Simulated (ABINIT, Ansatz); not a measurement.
# MgH2 (P4_2/mnm): G0W0 with ABINIT, start to end, part 2 of 3

Wanted: ground state, empty states, screening and self-energy for MgH2 (P4_2/mnm).

ABINIT 10.8.3; PBE and many-body steps on it, plane waves. Known limits of the many-body steps: short of the basis limit; coarse k mesh.

So far. Step 2 (Ground state): The gap is indirect, with the least direct gap 0.77 eV higher.

### 3. Bands along the symmetry lines

Level of this step: DFT, PBE, plane waves, norm-conserving pseudopotentials (ABINIT).

The cheap functional maps the bands first; the places of the edges decide which points the dearer methods must see.

File run.abi:

```
acell 3*1.0 Angstrom
rprim 
  4.516800000000 0.000000000000 0.000000000000
  0.000000000000 4.516800000000 0.000000000000
  0.000000000000 0.000000000000 3.020500000000
ntypat 2
znucl 12 1
natom 6
typat 1 1 2 2 2 2
xred 
  0.000000000000 0.000000000000 0.000000000000
  0.500000000000 0.500000000000 0.500000000000
  0.306000000000 0.306000000000 0.000000000000
  0.194000000000 0.806000000000 0.500000000000
  0.694000000000 0.694000000000 0.000000000000
  0.806000000000 0.194000000000 0.500000000000
pp_dirpath "pseudos"
pseudos "Mg.upf, H.upf"
ecut 38
iscf -2
irdden 1
kptopt 0
nkpt 75
kpt 
  0.00000000 0.00000000 0.00000000
  0.00000000 0.06250000 0.00000000
  0.00000000 0.12500000 0.00000000
  0.00000000 0.18750000 0.00000000
  0.00000000 0.25000000 0.00000000
  0.00000000 0.31250000 0.00000000
  0.00000000 0.37500000 0.00000000
  0.00000000 0.43750000 0.00000000
  0.00000000 0.50000000 0.00000000
  0.06250000 0.50000000 0.00000000
  0.12500000 0.50000000 0.00000000
  0.18750000 0.50000000 0.00000000
  0.25000000 0.50000000 0.00000000
  0.31250000 0.50000000 0.00000000
  0.37500000 0.50000000 0.00000000
  0.43750000 0.50000000 0.00000000
  0.50000000 0.50000000 0.00000000
  0.43750000 0.43750000 0.00000000
  0.37500000 0.37500000 0.00000000
  0.31250000 0.31250000 0.00000000
  0.25000000 0.25000000 0.00000000
  0.18750000 0.18750000 0.00000000
  0.12500000 0.12500000 0.00000000
  0.06250000 0.06250000 0.00000000
  0.00000000 0.00000000 0.00000000
  0.00000000 0.00000000 0.06250000
  0.00000000 0.00000000 0.12500000
  0.00000000 0.00000000 0.18750000
  0.00000000 0.00000000 0.25000000
  0.00000000 0.00000000 0.31250000
  0.00000000 0.00000000 0.37500000
  0.00000000 0.00000000 0.43750000
  0.00000000 0.00000000 0.50000000
  0.00000000 0.06250000 0.50000000
  0.00000000 0.12500000 0.50000000
  0.00000000 0.18750000 0.50000000
  0.00000000 0.25000000 0.50000000
  0.00000000 0.31250000 0.50000000
  0.00000000 0.37500000 0.50000000
  0.00000000 0.43750000 0.50000000
  0.00000000 0.50000000 0.50000000
  0.06250000 0.50000000 0.50000000
  0.12500000 0.50000000 0.50000000
  0.18750000 0.50000000 0.50000000
  0.25000000 0.50000000 0.50000000
  0.31250000 0.50000000 0.50000000
  0.37500000 0.50000000 0.50000000
  0.43750000 0.50000000 0.50000000
  0.50000000 0.50000000 0.50000000
  0.43750000 0.43750000 0.50000000
  0.37500000 0.37500000 0.50000000
  0.31250000 0.31250000 0.50000000
  0.25000000 0.25000000 0.50000000
  0.18750000 0.18750000 0.50000000
  0.12500000 0.12500000 0.50000000
  0.06250000 0.06250000 0.50000000
  0.00000000 0.00000000 0.50000000
  0.00000000 0.50000000 0.00000000
  0.00000000 0.50000000 0.06250000
  0.00000000 0.50000000 0.12500000
  0.00000000 0.50000000 0.18750000
  0.00000000 0.50000000 0.25000000
  0.00000000 0.50000000 0.31250000
  0.00000000 0.50000000 0.37500000
  0.00000000 0.50000000 0.43750000
  0.00000000 0.50000000 0.50000000
  0.50000000 0.50000000 0.00000000
  0.50000000 0.50000000 0.06250000
  0.50000000 0.50000000 0.12500000
  0.50000000 0.50000000 0.18750000
  0.50000000 0.50000000 0.25000000
  0.50000000 0.50000000 0.31250000
  0.50000000 0.50000000 0.37500000
  0.50000000 0.50000000 0.43750000
  0.50000000 0.50000000 0.50000000
istwfk *1
nband 19
nbdbuf 2
tolwfr 1e-08
nstep 40
prtwf 0
prtvol 0
indata_prefix "in"
outdata_prefix "out"
tmpdata_prefix "tmp"
```

On the command line:

```bash
$ OMP_NUM_THREADS=1 mpirun -n 8 abinit run.abi > log
```

The log of the run:

```text
.Version 10.8.3 of ABINIT. v10.8.2 released Aug 2026.

 Symmetries : space group P4_2/m n m (#136); Bravais tP (primitive tetrag.)
[... echo of the input left out ...]
== DATASET  1 ==================================================================
-   mpi_nproc: 8, omp_nthreads: 1 (-1 if OMP is not activated)

--- !DatasetInfo
iteration_state: {dtset: 1, }
dimensions: {natom: 6, nkpt: 75, mband: 19, nsppol: 1, nspinor: 1, nspden: 1, mpw: 4696, }
cutoff_energies: {ecut:  38.0, pawecutdg:  -1.0, }
electrons: {nelect:   2.40000000E+01, charge:   0.00000000E+00, occopt:   1.00000000E+00, tsmear:   1.00000000E-02, }

 Real(R)+Recip(G) space primitive vectors, cartesian coordinates (Bohr,Bohr^-1):
 R(1)=  8.5355150  0.0000000  0.0000000  G(1)=  0.1171575  0.0000000  0.0000000
 R(2)=  0.0000000  8.5355150  0.0000000  G(2)=  0.0000000  0.1171575  0.0000000
 R(3)=  0.0000000  0.0000000  5.7079178  G(3)=  0.0000000  0.0000000  0.1751952
 Unit cell volume ucvol=  4.1585044E+02 bohr^3
 Angles (23,13,12)=  9.00000000E+01  9.00000000E+01  9.00000000E+01 degrees

 getcut: wavevector=  0.0000  0.0000  0.0000  ngfft=  48  48  32
         ecut(hartree)=     38.000   => boxcut(ratio)=   2.02030

--- Pseudopotential description ------------------------------------------------
- Mg Generated using ONCVPSP code by D. R. Hamann
- 12.00000  10.00000  171031                  znucl, zion, pspdat
12 -101130 1 -1 1510                          pspcod,pspxc,lmax,lloc,mmax
     nproj     2     2
  pspatm : epsatm=    9.22893308
         --- l  ekb(1:nproj) -->
             0    2.250005   -0.808630
             1   -6.469357   -2.503313
 pspatm: atomic psp has been read  and splines computed

- H Generated using ONCVPSP code by D. R. Hamann
-  1.00000   1.00000  171031                  znucl, zion, pspdat
12 -101130 1 -1 1166                          pspcod,pspxc,lmax,lloc,mmax
     nproj     2     1
  pspatm : epsatm=    0.36186929
         --- l  ekb(1:nproj) -->
             0   -1.701123   -0.534484
             1   -0.503321
 pspatm: atomic psp has been read  and splines computed

--------------------------------------------------------------------------------

================================================================================
 prteigrs : about to open file out_EIG
 Non-SCF case, kpt    1 (  0.00000  0.00000  0.00000), residuals and eigenvalues=
  1.90E-09  1.82E-09  1.41E-09  5.53E-09  1.66E-09  4.14E-09  1.23E-09  4.50E-09
  5.70E-09  7.48E-10  3.52E-09  2.40E-09  3.38E-09  9.32E-09  3.34E-09  7.57E-09
[...]
-2.6905E+00 -2.6904E+00 -1.4698E+00 -1.4698E+00 -1.4690E+00 -1.4690E+00
 -1.4681E+00 -1.4680E+00 -2.1923E-01 -3.5928E-02 -3.5928E-02 -1.4231E-03
  1.9137E-01  2.0386E-01  3.5151E-01  3.5151E-01  4.1956E-01  4.2899E-01
  4.6543E-01
 Non-SCF case, kpt    2 (  0.00000  0.06250  0.00000), residuals and eigenvalues=
[...]
4.7623E-01
[...]
Non-SCF case, kpt   74 (  0.50000  0.50000  0.43750), residuals and eigenvalues=
[...]
5.3403E-01
 Non-SCF case, kpt   75 (  0.50000  0.50000  0.50000), residuals and eigenvalues=
[...]
-1.4689E+00 -1.4689E+00 -5.3121E-02 -5.3121E-02 -1.7354E-02 -1.7354E-02
  1.5791E-01  1.5791E-01  1.7039E-01  1.7039E-01  4.9203E-01  4.9203E-01
  5.4006E-01

--- !ResultsGS
iteration_state: {dtset: 1, }
comment   : Summary of ground state results
lattice_vectors:
- [  8.5355150,   0.0000000,   0.0000000, ]
- [  0.0000000,   8.5355150,   0.0000000, ]
- [  0.0000000,   0.0000000,   5.7079178, ]
lattice_lengths: [   8.53551,    8.53551,    5.70792, ]
lattice_angles: [ 90.000,  90.000,  90.000, ] # degrees, (23, 13, 12)
lattice_volume:   4.1585044E+02
convergence: {deltae:  0.000E+00, res2:  0.000E+00, residm:  9.977E-09, diffor:  0.000E+00, }
etotal    :  -1.21164268E+02
entropy   :   0.00000000E+00
fermie    :   1.47601763E-02
cartesian_stress_tensor: null
pressure_GPa: null
xred      :
- [  0.0000E+00,   0.0000E+00,   0.0000E+00, Mg]
- [  5.0000E-01,   5.0000E-01,   5.0000E-01, Mg]
- [  3.0600E-01,   3.0600E-01,   0.0000E+00,  H]
- [  1.9400E-01,   8.0600E-01,   5.0000E-01,  H]
- [  6.9400E-01,   6.9400E-01,   0.0000E+00,  H]
- [  8.0600E-01,   1.9400E-01,   5.0000E-01,  H]
cartesian_forces: null
force_length_stats: {min: null, max: null, mean: null, }

 Integrated electronic density in atomic spheres:
 ------------------------------------------------
 Atom  Sphere_radius  Integrated_density
[...]
================================================================================

 ----iterations are completed or convergence reached----

 Mean square residual over all n,k,spin=   38.705E-10; max=  99.769E-10
 reduced coordinates (array xred) for    6 atoms
[...]
cartesian coordinates (angstrom) at end:
    1      0.000000     0.000000     0.000000
    2      2.258400     2.258400     1.510250
    3      1.382141     1.382141     0.000000
    4      0.876259     3.640541     1.510250
    5      3.134659     3.134659     0.000000
    6      3.640541     0.876259     1.510250
 length scales=  1.889726  1.889726  1.889726 bohr
              =  1.000000  1.000000  1.000000 angstroms
 prteigrs : about to open file out_EIG
 Eigenvalues (hartree) for nkpt=  75  k points:
 kpt#   1, nband= 19, wtk=  1.00000, kpt=  0.0000  0.0000  0.0000 (reduced coord)
[...]
kpt#   2, nband= 19, wtk=  1.00000, kpt=  0.0000  0.0625  0.0000 (reduced coord)
[...]
kpt#   3, nband= 19, wtk=  1.00000, kpt=  0.0000  0.1250  0.0000 (reduced coord)
[...]
kpt#  74, nband= 19, wtk=  1.00000, kpt=  0.5000  0.5000  0.4375 (reduced coord)
[...]
0.48732    0.48732    0.53403
 kpt#  75, nband= 19, wtk=  1.00000, kpt=  0.5000  0.5000  0.5000 (reduced coord)
  -2.69036   -2.69036   -1.46959   -1.46959   -1.46930   -1.46930   -1.46891   -1.46891
  -0.05312   -0.05312   -0.01735   -0.01735    0.15791    0.15791    0.17039    0.17039
   0.49203    0.49203    0.54006

== END DATASET(S) ==============================================================
================================================================================

 -outvars: echo values of variables after computation  --------
            nband          19
             nkpt          75
          spgroup         136
 [... the other variables as echoed above ...]

 Calculation completed.
```

It took 9.8 s on 8 MPI ranks of Arm Neoverse V1, shared host; peak memory 0.57 GiB; 78 s of CPU time.

Numbers from this step:

```yaml
gap: 3.756 eV
k_of_the_valence_top: 0, 0.25, 0
k_of_the_conduction_bottom: 0.375, 0.375, 0.5
least_direct_gap: 4.523 eV
```

The gap is 3.756 eV, −0.139 eV from the run before at this level.

The electronic bands at the labelled points (eV, zero at the top of the highest filled band):

| point | band 9 | band 10 | band 11 | band 12 | band 13 | band 14 | band 15 | band 16 |
| --- | --- | --- | --- | --- | --- | --- | --- | --- |
| Γ | -6.37 | -1.38 | -1.38 | -0.44 | 4.81 | 5.15 | 9.16 | 9.16 |
| halfway | -5.96 | -2.94 | -1.11 | 0.00 | 4.80 | 6.52 | 7.18 | 10.09 |
| X | -4.76 | -4.76 | -0.45 | -0.45 | 5.38 | 5.38 | 10.13 | 10.13 |
| halfway | -4.40 | -4.40 | -1.46 | -1.46 | 6.82 | 6.82 | 10.29 | 10.29 |
| M | -3.71 | -3.71 | -2.65 | -2.65 | 9.11 | 9.11 | 9.16 | 9.16 |
| halfway | -5.55 | -2.94 | -2.11 | -0.32 | 5.76 | 6.86 | 8.16 | 10.09 |
| Γ | -6.37 | -1.38 | -1.38 | -0.44 | 4.81 | 5.15 | 9.16 | 9.16 |
| halfway | -5.45 | -0.80 | -0.80 | -0.66 | 5.18 | 5.83 | 7.65 | 9.03 |
| Z | -2.96 | -2.96 | -0.02 | -0.02 | 6.29 | 6.29 | 6.86 | 6.86 |
| halfway | -2.68 | -2.68 | -0.42 | -0.42 | 5.37 | 5.37 | 7.34 | 7.34 |
| R | -2.23 | -2.23 | -1.01 | -1.01 | 5.20 | 5.20 | 6.87 | 6.87 |
| halfway | -2.06 | -2.06 | -0.93 | -0.93 | 4.28 | 4.28 | 5.41 | 5.41 |
| A | -1.85 | -1.85 | -0.87 | -0.87 | 3.90 | 3.90 | 4.23 | 4.23 |
| halfway | -2.47 | -2.39 | -0.70 | -0.49 | 4.18 | 5.07 | 6.00 | 6.68 |
| Z | -2.96 | -2.96 | -0.02 | -0.02 | 6.29 | 6.29 | 6.86 | 6.86 |
| jump to X | -4.76 | -4.76 | -0.45 | -0.45 | 5.38 | 5.38 | 10.13 | 10.13 |
| halfway | -3.91 | -3.91 | -0.26 | -0.26 | 5.88 | 5.88 | 7.33 | 7.33 |
| R | -2.23 | -2.23 | -1.01 | -1.01 | 5.20 | 5.20 | 6.87 | 6.87 |
| jump to M | -3.71 | -3.71 | -2.65 | -2.65 | 9.11 | 9.11 | 9.16 | 9.16 |
| halfway | -2.95 | -2.95 | -1.95 | -1.95 | 6.46 | 6.46 | 6.82 | 6.82 |
| A | -1.85 | -1.85 | -0.87 | -0.87 | 3.90 | 3.90 | 4.23 | 4.23 |

The electronic bands as a text plot (rows in eV, shown from -8.0 to 7.9 only):

```
    7.5 |           ++       +++   ++          +++   +++    +
    6.9 |  +    +     +        ++++  ++       +++++     ++   +
    6.2 |  ++  +     + +      +  +     +      + +++  +       +
    5.5 | +  ++       +++  +++ ++ +++   +    + + + ++ ++      +
    4.9 |+++++          ++++ ++      +++ +   ++++       ++     +
    4.2 |                               +++++ +                 +
    3.6 |                                 ++++
    2.9 |
    2.2 |
    1.6 |
    0.9 |
    0.3 |  *           **        *               **
   -0.4 |** ***       *  ******** ***        ***** *****
   -1.1 |****  *     *   ******      *********          **     **
   -1.7 |**     *   *  **      *         ****                ** *
   -2.4 |        ********       *  ******    ***        ***** **
   -3.0 |  *         **          **             ***    *    **
   -3.7 |   *    ****           *                    **   **
   -4.4 |    * **  **          *                    *
   -5.0 |    **      *        *                    *
   -5.7 |  **         **    **
   -6.3 |**             ****
   -7.0 |
   -7.7 |
         Γ   X    M      Γ       Z    R    A     Z|X    R|M     A
```

### 4. Empty states on the mesh, 4×4×4 mesh, 105 bands

The sums over transitions need many empty states on a uniform mesh; this step solves for them.

File run.abi:

```
acell 3*1.0 Angstrom
rprim 
  4.516800000000 0.000000000000 0.000000000000
  0.000000000000 4.516800000000 0.000000000000
  0.000000000000 0.000000000000 3.020500000000
ntypat 2
znucl 12 1
natom 6
typat 1 1 2 2 2 2
xred 
  0.000000000000 0.000000000000 0.000000000000
  0.500000000000 0.500000000000 0.500000000000
  0.306000000000 0.306000000000 0.000000000000
  0.194000000000 0.806000000000 0.500000000000
  0.694000000000 0.694000000000 0.000000000000
  0.806000000000 0.194000000000 0.500000000000
pp_dirpath "pseudos"
pseudos "Mg.upf, H.upf"
ecut 38
ngkpt 4 4 4
nshiftk 1
shiftk 0 0 0
kptopt 1
chksymbreak 0
iscf -2
irdden 1
istwfk *1
nband 105
nbdbuf 8
tolwfr 1e-09
nstep 60
prtvol 0
indata_prefix "in"
outdata_prefix "out"
tmpdata_prefix "tmp"
```

The log of the run:

```text
.Version 10.8.3 of ABINIT. v10.8.2 released Aug 2026.

 Symmetries : space group P4_2/m n m (#136); Bravais tP (primitive tetrag.)
[... echo of the input left out ...]
== DATASET  1 ==================================================================
-   mpi_nproc: 8, omp_nthreads: 1 (-1 if OMP is not activated)

--- !DatasetInfo
iteration_state: {dtset: 1, }
dimensions: {natom: 6, nkpt: 18, mband: 105, nsppol: 1, nspinor: 1, nspden: 1, mpw: 4696, }
cutoff_energies: {ecut:  38.0, pawecutdg:  -1.0, }
electrons: {nelect:   2.40000000E+01, charge:   0.00000000E+00, occopt:   1.00000000E+00, tsmear:   1.00000000E-02, }

 Real(R)+Recip(G) space primitive vectors, cartesian coordinates (Bohr,Bohr^-1):
 R(1)=  8.5355150  0.0000000  0.0000000  G(1)=  0.1171575  0.0000000  0.0000000
 R(2)=  0.0000000  8.5355150  0.0000000  G(2)=  0.0000000  0.1171575  0.0000000
 R(3)=  0.0000000  0.0000000  5.7079178  G(3)=  0.0000000  0.0000000  0.1751952
 Unit cell volume ucvol=  4.1585044E+02 bohr^3
 Angles (23,13,12)=  9.00000000E+01  9.00000000E+01  9.00000000E+01 degrees

 getcut: wavevector=  0.0000  0.0000  0.0000  ngfft=  48  48  32
         ecut(hartree)=     38.000   => boxcut(ratio)=   2.02030

--- Pseudopotential description ------------------------------------------------
- Mg Generated using ONCVPSP code by D. R. Hamann
- 12.00000  10.00000  171031                  znucl, zion, pspdat
12 -101130 1 -1 1510                          pspcod,pspxc,lmax,lloc,mmax
     nproj     2     2
  pspatm : epsatm=    9.22893308
         --- l  ekb(1:nproj) -->
             0    2.250005   -0.808630
             1   -6.469357   -2.503313
 pspatm: atomic psp has been read  and splines computed

- H Generated using ONCVPSP code by D. R. Hamann
-  1.00000   1.00000  171031                  znucl, zion, pspdat
12 -101130 1 -1 1166                          pspcod,pspxc,lmax,lloc,mmax
     nproj     2     1
  pspatm : epsatm=    0.36186929
         --- l  ekb(1:nproj) -->
             0   -1.701123   -0.534484
             1   -0.503321
 pspatm: atomic psp has been read  and splines computed

--------------------------------------------------------------------------------

================================================================================
 prteigrs : about to open file out_EIG
 Non-SCF case, kpt    1 (  0.00000  0.00000  0.00000), residuals and eigenvalues=
  4.99E-10  5.81E-10  1.77E-10  1.39E-10  1.16E-10  2.03E-10  2.36E-10  2.11E-10
  2.23E-10  2.96E-11  3.55E-10  7.09E-10  2.44E-10  6.49E-10  3.41E-11  4.62E-10
  4.46E-10  7.89E-10  2.33E-10  3.80E-11  3.72E-10  9.65E-10  3.03E-10  5.63E-10
[...]
1.85E-05
 -2.6905E+00 -2.6904E+00 -1.4698E+00 -1.4698E+00 -1.4690E+00 -1.4690E+00
 -1.4681E+00 -1.4680E+00 -2.1923E-01 -3.5928E-02 -3.5928E-02 -1.4231E-03
  1.9137E-01  2.0386E-01  3.5151E-01  3.5151E-01  4.1956E-01  4.2899E-01
[...]
2.4617E+00  2.4617E+00  2.4799E+00  2.4933E+00  2.5003E+00  2.5037E+00
  2.5037E+00  2.5094E+00  2.5094E+00  2.5962E+00  2.5962E+00  2.6068E+00
[...]
prteigrs : prtvol=0 or 1, do not print more k-points.

--- !ResultsGS
iteration_state: {dtset: 1, }
comment   : Summary of ground state results
lattice_vectors:
- [  8.5355150,   0.0000000,   0.0000000, ]
- [  0.0000000,   8.5355150,   0.0000000, ]
- [  0.0000000,   0.0000000,   5.7079178, ]
lattice_lengths: [   8.53551,    8.53551,    5.70792, ]
lattice_angles: [ 90.000,  90.000,  90.000, ] # degrees, (23, 13, 12)
lattice_volume:   4.1585044E+02
convergence: {deltae:  0.000E+00, res2:  0.000E+00, residm:  9.956E-10, diffor:  0.000E+00, }
etotal    :  -1.21164268E+02
entropy   :   0.00000000E+00
fermie    :   1.47601763E-02
cartesian_stress_tensor: null
pressure_GPa: null
xred      :
- [  0.0000E+00,   0.0000E+00,   0.0000E+00, Mg]
- [  5.0000E-01,   5.0000E-01,   5.0000E-01, Mg]
- [  3.0600E-01,   3.0600E-01,   0.0000E+00,  H]
- [  1.9400E-01,   8.0600E-01,   5.0000E-01,  H]
- [  6.9400E-01,   6.9400E-01,   0.0000E+00,  H]
- [  8.0600E-01,   1.9400E-01,   5.0000E-01,  H]
cartesian_forces: null
force_length_stats: {min: null, max: null, mean: null, }

 Integrated electronic density in atomic spheres:
 ------------------------------------------------
 Atom  Sphere_radius  Integrated_density
[...]
================================================================================

 ----iterations are completed or convergence reached----

 Mean square residual over all n,k,spin=   35.359E-11; max=  99.564E-11
 reduced coordinates (array xred) for    6 atoms
[...]
0.694000      0.694000      0.000000
       0.806000      0.194000      0.500000

 cartesian coordinates (angstrom) at end:
    1      0.000000     0.000000     0.000000
    2      2.258400     2.258400     1.510250
    3      1.382141     1.382141     0.000000
    4      0.876259     3.640541     1.510250
    5      3.134659     3.134659     0.000000
    6      3.640541     0.876259     1.510250
 length scales=  1.889726  1.889726  1.889726 bohr
              =  1.000000  1.000000  1.000000 angstroms
 prteigrs : about to open file out_EIG
 Eigenvalues (hartree) for nkpt=  18  k points:
 kpt#   1, nband=105, wtk=  0.01563, kpt=  0.0000  0.0000  0.0000 (reduced coord)
[...]
2.37187    2.43689    2.46175    2.46175    2.47988    2.49335    2.50026    2.50371
   2.50371    2.50938    2.50938    2.59618    2.59622    2.60682    2.61692    2.61997
   2.63346
 prteigrs : prtvol=0 or 1, do not print more k-points.

== END DATASET(S) ==============================================================
================================================================================

 -outvars: echo values of variables after computation  --------
            nband         105
             nkpt          18
          spgroup         136
 [... the other variables as echoed above ...]

 Calculation completed.
```

The job ended after 32 s (8 MPI ranks; peak memory 0.63 GiB; 4.2 min of CPU time).

This step gave:

```
gap                                                           : 3.895 eV
k of the valence top                                          : 0.25, 0, 0
k of the conduction bottom                                    : 0.5, 0.5, 0.5
least direct gap                                              : 4.666 eV
k points computed                                             : 18
lowest point of the top converged band, above the valence top : 62.7255 eV
```

On this mesh the gap is 3.895 eV.

(Continued in part 3 of 3.)

[Long decimals in the printed logs are rounded to 6 places.]

[Logs are printed without paths, hosts, clocks, repeated set-up lines and the standing remarks that a program may print on its own settings, such as how far it seeks lower states.]

[Paths, hosts, dates, memory and timing lines, banners, echoed tables and standing remarks are left out of the program output; an Ansatz launch command may be rebuilt from the run's recorded settings. Measured values are a selection of at most five: reports struck by readers or far from the other reports are left out. None is set beside runs whose start may be inverted or whose files or cutoffs have a known fault.]

[Runs of the session that timed out or met a known fault of the program may be left out.]

[Hosts, paths, dates, database ids (printed as entryN), source tags and the programs' standing remarks are cut or masked in the printed files.]

[G0W0 gaps are taken among the corrected bands and points alone; a level outside them can change the order at an edge.]

[Where Ansatz stands beside ABINIT at settings called matched, ABINIT's density can come from a denser mesh and the files from another edition; pairs whose starting gaps differed by over 0.03 eV were left out, so agreement reads better than it is.]
